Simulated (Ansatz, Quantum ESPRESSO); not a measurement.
# Complex bands of GaP, zinc blende type, lattice constant set to 5.29 Å, part 2 of 4

Aim: how fast states decay in the gap of GaP, zinc blende type, lattice constant set to 5.29 Å.

Quantum ESPRESSO 7.5; plane-wave DFT, PBE, SG15 norm-conserving pseudopotentials; cross-check by Ansatz 0.2.0 with PAW datasets.

So far. Step 2 (Self-consistent run): The run needed 9 iterations to bring the estimated error under 1e-09 Ry.

## (3) Complex bands with pwcond.x

Level of this step: complex band structure by pwcond; plane-wave DFT, PBE, SG15 norm-conserving pseudopotentials (Quantum ESPRESSO).

ikind = 0 solves one period of the crystal for all kz, real and complex, at each energy and k across. ewind and epsproj trim the two-dimensional plane-wave basis; nz1 sets the subslabs.

Input file cbs.in:

```
&inputcond
  outdir = './out'
  prefixl = 'scf'
  band_file = 'cbs'
  ikind = 0
  ewind = 4.0
  epsproj = 1e-05
  nz1 = 7
  energy0 = 4.48
  denergy = -0.16
/
4
  0.00000000 0.00000000 1.00000000
  0.50000000 0.00000000 1.00000000
  0.50000000 0.50000000 1.00000000
  0.25000000 0.00000000 1.00000000
41
```

The run is started by

```console
> OMP_NUM_THREADS=1 mpirun -n 2 pwcond.x -in cbs.in > cbs.out
```

Output:

```text
[banner, memory and clock lines left out]
Program PWCOND v.7.5 starts

          URL

     ./out/scf.save/

     IMPORTANT: XC functional enforced from input :
     Exchange-correlation= PBE
                           (   1   4   3   4   0   0   0)
     Any further DFT definition will be discarded
     Please, verify this is what you really want

     Reading collected, re-writing distributed wavefunctions

===== INPUT FILE containing the left lead =====

     GEOMETRY:

     lattice parameter (alat)  =       7.0687  a.u.
     the volume                =     499.4978 (a.u.)^3
     the cross section         =      49.9665 (a.u.)^2
     l of the unit cell        =       1.4142 (alat)
     number of atoms/cell      =            4
     number of atomic types    =            2

     crystal axes: (cart. coord. in units of alat)
               a(1) = (  1.0000  0.0000  0.0000 )
               a(2) = (  0.0000  1.0000  0.0000 )
               a(3) = (  0.0000  0.0000  1.4142 )

   Cartesian axes

     site n.     atom                  positions (alat units)
          1        Ga     tau(  1)=(  0.0000  0.0000  1.4142  )
          2        P      tau(  2)=(  0.5000  0.0000  0.3536  )
          3        Ga     tau(  3)=(  0.5000  0.5000  0.7071  )
          4        P      tau(  4)=(  0.0000  0.5000  1.0607  )

     nr1s                      =           36
     nr2s                      =           36
     nr3s                      =           50
     nr1sx                     =           36
     nr2sx                     =           36
     nr3sx                     =           50
     nr1                       =           36
     nr2                       =           36
     nr3                       =           50
     nr1x                      =           36
     nr2x                      =           36
     nr3x                      =           50

 _______________________________
  Radii of nonlocal spheres:

     type       ibeta     ang. mom.          radius (alat units)
       Ga         1         0                    0.3310
       Ga         2         0                    0.3197
       Ga         3         1                    0.3452
       Ga         4         1                    0.3339
       Ga         5         2                    0.2645
       Ga         6         2                    0.2730
       P          1         0                    0.3438
       P          2         0                    0.3523
       P          3         1                    0.2433
       P          4         1                    0.2363
----- General information -----

----- Complex band structure calculation -----

     nrx                       =           36
     nry                       =           36
     nz1                       =            7

     energy0               =         4.5E+00
     denergy               =        -1.6E-01
     nenergy               =         41
     ecut2d                =         6.0E+01
     ewind                 =         4.0E+00
     epsproj               =         1.0E-05

     number of k_|| points=    4
                       cryst. coord.
        k(    1) = (   0.0000000   0.0000000), wk =   0.2500000
        k(    2) = (   0.5000000   0.0000000), wk =   0.2500000
        k(    3) = (   0.5000000   0.5000000), wk =   0.2500000
        k(    4) = (   0.2500000   0.0000000), wk =   0.2500000
----- Information about left lead -----

     nocros                   =           18
     noins                    =           34
     norb                     =           70
     norbf                    =           70
     nrz                      =           50

      iorb      type   ibeta   ang. mom.   m       position (alat)
        1        1       1        0        1   taunew(   1)=(  0.0000  0.0000  0.0000)
        2        1       2        0        1   taunew(   2)=(  0.0000  0.0000  0.0000)
        3        1       3        1        1   taunew(   3)=(  0.0000  0.0000  0.0000)
        4        1       3        1        2   taunew(   4)=(  0.0000  0.0000  0.0000)
        5        1       3        1        3   taunew(   5)=(  0.0000  0.0000  0.0000)
        6        1       4        1        1   taunew(   6)=(  0.0000  0.0000  0.0000)
        7        1       4        1        2   taunew(   7)=(  0.0000  0.0000  0.0000)
        8        1       4        1        3   taunew(   8)=(  0.0000  0.0000  0.0000)
        9        1       5        2        1   taunew(   9)=(  0.0000  0.0000  0.0000)
       10        1       5        2        2   taunew(  10)=(  0.0000  0.0000  0.0000)
       11        1       5        2        3   taunew(  11)=(  0.0000  0.0000  0.0000)
       12        1       5        2        4   taunew(  12)=(  0.0000  0.0000  0.0000)
       13        1       5        2        5   taunew(  13)=(  0.0000  0.0000  0.0000)
       14        1       6        2        1   taunew(  14)=(  0.0000  0.0000  0.0000)
       15        1       6        2        2   taunew(  15)=(  0.0000  0.0000  0.0000)
       16        1       6        2        3   taunew(  16)=(  0.0000  0.0000  0.0000)
       17        1       6        2        4   taunew(  17)=(  0.0000  0.0000  0.0000)
       18        1       6        2        5   taunew(  18)=(  0.0000  0.0000  0.0000)
       19        2       1        0        1   taunew(  19)=(  0.5000  0.0000  0.3536)
       20        2       2        0        1   taunew(  20)=(  0.5000  0.0000  0.3536)
       21        2       3        1        1   taunew(  21)=(  0.5000  0.0000  0.3536)
       22        2       3        1        2   taunew(  22)=(  0.5000  0.0000  0.3536)
       23        2       3        1        3   taunew(  23)=(  0.5000  0.0000  0.3536)
       24        2       4        1        1   taunew(  24)=(  0.5000  0.0000  0.3536)
       25        2       4        1        2   taunew(  25)=(  0.5000  0.0000  0.3536)
       26        2       4        1        3   taunew(  26)=(  0.5000  0.0000  0.3536)
       27        1       1        0        1   taunew(  27)=(  0.5000  0.5000  0.7071)
       28        1       2        0        1   taunew(  28)=(  0.5000  0.5000  0.7071)
       29        1       3        1        1   taunew(  29)=(  0.5000  0.5000  0.7071)
       30        1       3        1        2   taunew(  30)=(  0.5000  0.5000  0.7071)
       31        1       3        1        3   taunew(  31)=(  0.5000  0.5000  0.7071)
       32        1       4        1        1   taunew(  32)=(  0.5000  0.5000  0.7071)
       33        1       4        1        2   taunew(  33)=(  0.5000  0.5000  0.7071)
       34        1       4        1        3   taunew(  34)=(  0.5000  0.5000  0.7071)
[...]
59        1       4        1        2   taunew(  59)=(  0.0000  0.0000  1.4142)
       60        1       4        1        3   taunew(  60)=(  0.0000  0.0000  1.4142)
       61        1       5        2        1   taunew(  61)=(  0.0000  0.0000  1.4142)
       62        1       5        2        2   taunew(  62)=(  0.0000  0.0000  1.4142)
       63        1       5        2        3   taunew(  63)=(  0.0000  0.0000  1.4142)
       64        1       5        2        4   taunew(  64)=(  0.0000  0.0000  1.4142)
       65        1       5        2        5   taunew(  65)=(  0.0000  0.0000  1.4142)
       66        1       6        2        1   taunew(  66)=(  0.0000  0.0000  1.4142)
       67        1       6        2        2   taunew(  67)=(  0.0000  0.0000  1.4142)
       68        1       6        2        3   taunew(  68)=(  0.0000  0.0000  1.4142)
       69        1       6        2        4   taunew(  69)=(  0.0000  0.0000  1.4142)
       70        1       6        2        5   taunew(  70)=(  0.0000  0.0000  1.4142)
    k slab    z(k)  z(k+1)     crossing(iorb=1,norb)
    1   0.0000 0.0283 0.0283   1111111111111111111100000000000000000000000000000000000000000000000000
    2   0.0283 0.0566 0.0283   1111111111111111111100000000000000000000000000000000000000000000000000
    3   0.0566 0.0849 0.0283   1111111111111111111100000000000000000000000000000000000000000000000000
    4   0.0849 0.1131 0.0283   1111111111111111111111100000000000000000000000000000000000000000000000
    5   0.1131 0.1414 0.0283   1111111111111111111111111100000000000000000000000000000000000000000000
    6   0.1414 0.1697 0.0283   1111111111111111111111111100000000000000000000000000000000000000000000
    7   0.1697 0.1980 0.0283   1111111111111111111111111100000000000000000000000000000000000000000000
    8   0.1980 0.2263 0.0283   1111111111111111111111111100000000000000000000000000000000000000000000
    9   0.2263 0.2546 0.0283   1111111111111111111111111100000000000000000000000000000000000000000000
   10   0.2546 0.2828 0.0283   1111111111111111111111111100000000000000000000000000000000000000000000
   11   0.2828 0.3111 0.0283   1111111100000000001111111100000000000000000000000000000000000000000000
   12   0.3111 0.3394 0.0283   1111111100000000001111111100000000000000000000000000000000000000000000
   13   0.3394 0.3677 0.0283   0011100000000000001111111100111000000000000000000000000000000000000000
   14   0.3677 0.3960 0.0283   0000000000000000001111111111111111000000000000000000000000000000000000
   15   0.3960 0.4243 0.0283   0000000000000000001111111111111111000000000000000000000000000000000000
   16   0.4243 0.4525 0.0283   0000000000000000001111111111111111111111111100000000000000000000000000
   17   0.4525 0.4808 0.0283   0000000000000000001111111111111111111111111100000000000000000000000000
   18   0.4808 0.5091 0.0283   0000000000000000001111111111111111111111111100000000000000000000000000
   19   0.5091 0.5374 0.0283   0000000000000000001111111111111111111111111100000000000000000000000000
   20   0.5374 0.5657 0.0283   0000000000000000001111111111111111111111111100000000000000000000000000
   21   0.5657 0.5940 0.0283   0000000000000000001111111111111111111111111100000000000000000000000000
   22   0.5940 0.6223 0.0283   0000000000000000001111100011111111111111111100000000000000000000000000
   23   0.6223 0.6505 0.0283   0000000000000000001100000011111111111111111100000000000000000000000000
   24   0.6505 0.6788 0.0283   0000000000000000001100000011111111111111111100000000000000000000000000
   25   0.6788 0.7071 0.0283   0000000000000000001100000011111111111111111100000000000000000000000000
   26   0.7071 0.7354 0.0283   0000000000000000000000000011111111111111111111000000000000000000000000
   27   0.7354 0.7637 0.0283   0000000000000000000000000011111111111111111111000000000000000000000000
   28   0.7637 0.7920 0.0283   0000000000000000000000000011111111111111111111000000000000000000000000
   29   0.7920 0.8202 0.0283   0000000000000000000000000011111111111111111111111000000000000000000000
   30   0.8202 0.8485 0.0283   0000000000000000000000000011111111111111111111111111000000000000000000
   31   0.8485 0.8768 0.0283   0000000000000000000000000011111111111111111111111111000000000000000000
   32   0.8768 0.9051 0.0283   0000000000000000000000000011111111111111111111111111000000000000000000
   33   0.9051 0.9334 0.0283   0000000000000000000000000011111111111111111111111111000000000000000000
   34   0.9334 0.9617 0.0283   0000000000000000000000000011111111111111111111111111000000000000000000
   35   0.9617 0.9899 0.0283   0000000000000000000000000011111111111111111111111111000000000000000000
   36   0.9899 1.0182 0.0283   0000000000000000000000000011111111000000000011111111000000000000000000
   37   1.0182 1.0465 0.0283   0000000000000000000000000011111111000000000011111111000000000000000000
   38   1.0465 1.0748 0.0283   0000000000000000000000000000111000000000000011111111001110000000000000
   39   1.0748 1.1031 0.0283   0000000000000000000000000000000000000000000011111111111111110000000000
   40   1.1031 1.1314 0.0283   0000000000000000000000000000000000000000000011111111111111110000000000
   41   1.1314 1.1597 0.0283   0000000000000000000000000000000000000000000011111111111111111111111111
   42   1.1597 1.1879 0.0283   0000000000000000000000000000000000000000000011111111111111111111111111
   43   1.1879 1.2162 0.0283   0000000000000000000000000000000000000000000011111111111111111111111111
   44   1.2162 1.2445 0.0283   0000000000000000000000000000000000000000000011111111111111111111111111
   45   1.2445 1.2728 0.0283   0000000000000000000000000000000000000000000011111111111111111111111111
   46   1.2728 1.3011 0.0283   0000000000000000000000000000000000000000000011111111111111111111111111
   47   1.3011 1.3294 0.0283   0000000000000000000000000000000000000000000011111000111111111111111111
   48   1.3294 1.3576 0.0283   0000000000000000000000000000000000000000000011000000111111111111111111
   49   1.3576 1.3859 0.0283   0000000000000000000000000000000000000000000011000000111111111111111111
   50   1.3859 1.4142 0.0283   0000000000000000000000000000000000000000000011000000111111111111111111
 ngper, shell number =          241          35
 ngper, n2d =          241         241
---  E-Ef =    4.4800000  k =    0.0000000   0.0000000
---  ie =          1  ik =          1
 Nchannels of the left tip =            2
 Right moving states:
   k1(2pi/a)   k2(2pi/a)   E-Ef (eV)
   0.1838734   0.0000000   4.4800000
   0.1838734   0.0000000   4.4800000
 Left moving states:
   k1(2pi/a)   k2(2pi/a)   E-Ef (eV)
  -0.1838734   0.0000000   4.4800000
  -0.1838734   0.0000000   4.4800000

---  E-Ef =    4.3200000  k =    0.0000000   0.0000000
---  ie =          2  ik =          1
 Nchannels of the left tip =            4
 Right moving states:
   k1(2pi/a)   k2(2pi/a)   E-Ef (eV)
   0.1560811   0.0000000   4.3200000
   0.1560811   0.0000000   4.3200000
   0.3428367   0.0000000   4.3200000
  -0.3908011   0.0000000   4.3200000
 Left moving states:
   k1(2pi/a)   k2(2pi/a)   E-Ef (eV)
  -0.1560811   0.0000000   4.3200000
  -0.1560811   0.0000000   4.3200000
  -0.3428367  -0.0000000   4.3200000
   0.3908012  -0.0000000   4.3200000
[... further energies and points left out ...]
---  E-Ef =   -1.7600000  k =    0.2500000   0.0000000
---  ie =         40  ik =          4
 Nchannels of the left tip =            2
 Right moving states:
   k1(2pi/a)   k2(2pi/a)   E-Ef (eV)
   0.4544003   0.0000000  -1.7600000
  -0.4883895   0.0000000  -1.7600000
 Left moving states:
   k1(2pi/a)   k2(2pi/a)   E-Ef (eV)
  -0.4544003   0.0000000  -1.7600000
   0.4883895   0.0000000  -1.7600000

---  E-Ef =   -1.9200000  k =    0.2500000   0.0000000
---  ie =         41  ik =          4
 Nchannels of the left tip =            2
 Right moving states:
   k1(2pi/a)   k2(2pi/a)   E-Ef (eV)
   0.4015503   0.0000000  -1.9200000
   0.4893269   0.0000000  -1.9200000
 Left moving states:
   k1(2pi/a)   k2(2pi/a)   E-Ef (eV)
  -0.4015503   0.0000000  -1.9200000
  -0.4893269   0.0000000  -1.9200000

Note: The following floating-point exceptions are signalling: IEEE_UNDERFLOW_FLAG
Note: The following floating-point exceptions are signalling: IEEE_UNDERFLOW_FLAG
```

The job ended after 15 min (2 MPI ranks of Arm Neoverse V2, shared host; peak memory 0.22 GiB).

Numbers from this step:

| Quantity | Value |
| --- | --- |
| peak of the smallest κ at the zone centre | 0.155 Å⁻¹ |
| energy of the peak at the zone centre | 1.28 eV |
| peak of the smallest κ at (1/2, 0) | 0.198 Å⁻¹ |
| peak of the smallest κ at (1/4, 0) | 0.204 Å⁻¹ |

K across = (0, 0) in the cell's reciprocal vectors; values within 0.0025 1/Å of each other count once, columns are sorted by size at each energy, a dash where no further value was kept. Im kz of the slowest decaying states against energy, zero at the highest filled level of the SCF mesh:

```tsv
energy (eV)	decay 1 (Å⁻¹)	decay 2 (Å⁻¹)	decay 3 (Å⁻¹)
-1.92	0.916	1.66	2.05
-1.76	0.893	1.65	2.03
-1.44	0.845	1.63	2.00
-1.28	0.821	1.62	1.98
-0.96	0.77	1.60	1.94
-0.80	0.744	1.58	1.93
-0.64	0.716	1.57	1.91
-0.32	0.658	1.55	1.87
-0.16	0.628	1.54	1.85
0.00	0.008	0.012	0.596
0.32	0.103	0.159	0.526
0.48	0.121	0.189	0.487
0.80	0.143	0.229	0.398
0.96	0.15	0.242	0.346
1.12	0.154	0.252	0.282
1.44	0.154	0.265	1.43
1.60	0.085	0.151	0.269
1.76	0.145	0.27	1.40
2.08	0.123	0.267	1.38
2.24	0.105	0.263	1.37
2.56	0.023	0.25	1.34
2.72	0.24	1.33	1.54
2.88	0.228	1.32	1.52
3.20	0.195	1.29	1.49
3.36	0.035	0.173	1.28
3.52	0.035	0.146	1.26
3.84	0.035	1.24	1.41
4.00	0.117	1.23	1.39
4.32	0.198	1.20	1.35
4.48	0.076	0.223	1.19
```

K across = (0, 0) in the cell's reciprocal vectors. Re kz of states that move upwards against energy, zero at the highest filled level of the SCF mesh:

```tsv
energy (eV)	channel 1 (Å⁻¹)	channel 2 (Å⁻¹)	channel 3 (Å⁻¹)	channel 4 (Å⁻¹)
-1.92	-0.355	0.590	0.590	-
-1.44	-0.469	-0.469	-0.290	-
-0.96	-0.350	-0.350	-0.221	-
-0.48	-0.226	-0.226	-0.145	-
-0.16	-0.123	-0.123	-0.0784	-
0.00	-	-	-	-
0.32	-	-	-	-
0.80	-	-	-	-
1.28	-	-	-	-
1.76	0.0559	0.469	-	-
2.24	-0.542	0.244	-	-
2.72	-0.403	0.0782	0.363	-
3.04	-0.314	0.152	0.430	-
3.52	0.523	-	-	-
4.00	-0.567	0.0995	0.0995	0.307
4.48	0.218	0.218	-	-
```

K across = (1/2, 0) in the cell's reciprocal vectors; values within 0.0025 1/Å of each other count once, columns are sorted by size at each energy, a dash where no further value was kept. Table of Im kz of the slowest decaying states by energy, zero at the highest filled level of the SCF mesh:

```tsv
energy (eV)	decay 1 (Å⁻¹)	decay 2 (Å⁻¹)	decay 3 (Å⁻¹)
-1.92	0.654	1.2	2.01
-1.60	0.486	1.16	1.99
-1.28	1.12	1.96	2.27
-0.96	0.114	0.464	1.08
-0.64	0.155	0.559	1.04
-0.32	0.179	0.603	1.00
-0.16	0.187	0.617	0.982
0.00	0.193	0.626	0.961
0.16	0.196	0.632	0.939
0.48	0.198	0.636	0.895
0.80	0.191	0.634	0.849
1.12	0.176	0.625	0.801
1.44	0.148	0.611	0.75
1.76	0.096	0.593	0.697
2.08	0.571	0.638	1.71
2.40	0.545	0.574	1.69
2.72	0.498	0.514	1.66
2.88	0.452	0.496	1.65
3.20	0.323	0.457	1.62
3.52	0.214	0.411	1.59
3.84	0.218	0.355	1.56
4.16	0.192	0.284	1.53
4.48	0.121	0.18	1.5
```

K across = (1/2, 1/2) in the cell's reciprocal vectors; values within 0.0025 1/Å of each other count once, columns are sorted by size at each energy, a dash where no further value was kept. Table of Im kz of the slowest decaying states by energy, zero at the highest filled level of the SCF mesh:

```tsv
energy (eV)	decay 1 (Å⁻¹)	decay 2 (Å⁻¹)	decay 3 (Å⁻¹)
-1.92	0.277	0.28	1.89
-1.76	0.286	1.88	2.08
-1.60	0.293	1.87	2.07
-1.44	0.298	1.86	2.06
-1.28	0.3	1.86	2.05
-1.12	0.3	0.303	1.85
-0.96	0.299	0.303	1.84
-0.64	0.293	0.3	1.83
-0.48	0.288	0.297	1.82
-0.32	0.281	0.292	1.81
-0.16	0.273	0.286	1.80
0.00	0.264	0.279	1.80
0.16	0.254	0.27	1.79
0.32	0.241	0.26	1.78
0.48	0.227	0.249	1.77
0.64	0.21	0.236	1.76
0.80	0.191	0.221	1.75
0.96	0.168	0.204	1.75
1.12	0.14	0.183	1.74
1.44	0.029	0.128	1.72
1.60	0.085	1.71	1.87
1.76	1.70	1.86	1.96
1.92	1.69	1.85	1.94
2.08	1.68	1.84	1.93
2.24	1.68	1.83	1.91
2.40	1.67	1.82	1.90
2.56	1.66	1.81	1.88
2.72	1.65	1.79	1.86
2.88	1.64	1.78	1.85
3.04	1.63	1.77	1.83
3.20	1.62	1.76	1.82
3.52	1.60	1.74	1.78
3.68	1.59	1.73	1.77
3.84	1.58	1.71	1.75
4.00	1.56	1.70	1.74
4.16	1.55	1.69	1.72
4.32	1.54	1.68	1.70
4.48	1.53	1.67	1.69
```

K across = (1/4, 0) in the cell's reciprocal vectors; values within 0.0025 1/Å of each other count once, columns are sorted by size at each energy, a dash where no further value was kept. Table of Im kz of the slowest decaying states by energy, zero at the highest filled level of the SCF mesh:

```tsv
energy (eV)	decay 1 (Å⁻¹)	decay 2 (Å⁻¹)	decay 3 (Å⁻¹)
-1.92	0.096	0.996	1.36
-1.76	0.08	0.974	1.34
-1.44	0.929	1.31	1.37
-1.28	0.906	1.29	1.35
-0.96	0.86	1.26	1.32
-0.80	0.836	1.24	1.30
-0.64	0.076	0.812	1.23
-0.32	0.141	0.761	1.19
-0.16	0.152	0.16	0.735
0.00	0.174	0.216	0.709
0.32	0.193	0.296	0.652
0.48	0.199	0.324	0.622
0.80	0.204	0.367	0.558
0.96	0.204	0.384	0.523
1.12	0.202	0.398	0.486
1.44	0.191	0.4	0.42
1.60	0.182	0.348	0.428
1.76	0.17	0.286	0.435
2.08	0.034	0.134	0.443
2.24	0.104	0.445	0.856
2.56	0.444	0.806	0.844
2.72	0.44	0.781	0.816
2.88	0.435	0.756	0.787
3.20	0.119	0.417	0.706
3.36	0.138	0.402	0.681
3.52	0.038	0.148	0.383
3.84	0.075	0.149	0.326
4.00	0.076	0.139	0.284
4.32	0.045	0.089	0.138
4.48	0.389	0.547	0.774
```

(Continued in part 3 of 4.)

[Logs are printed without paths, hosts, clocks, repeated set-up lines and the standing remarks that a program may print on its own settings, such as how far it seeks lower states.]

[Hosts, paths, dates, database ids (printed as entryN), source tags and the programs' standing remarks are cut or masked in the printed files.]

[Maps of the electrostatic potential energy from Ansatz leave out the sawtooth potential of an applied field or a dipole correction, so their vacuum need not be flat; planar profiles and work functions include it.]
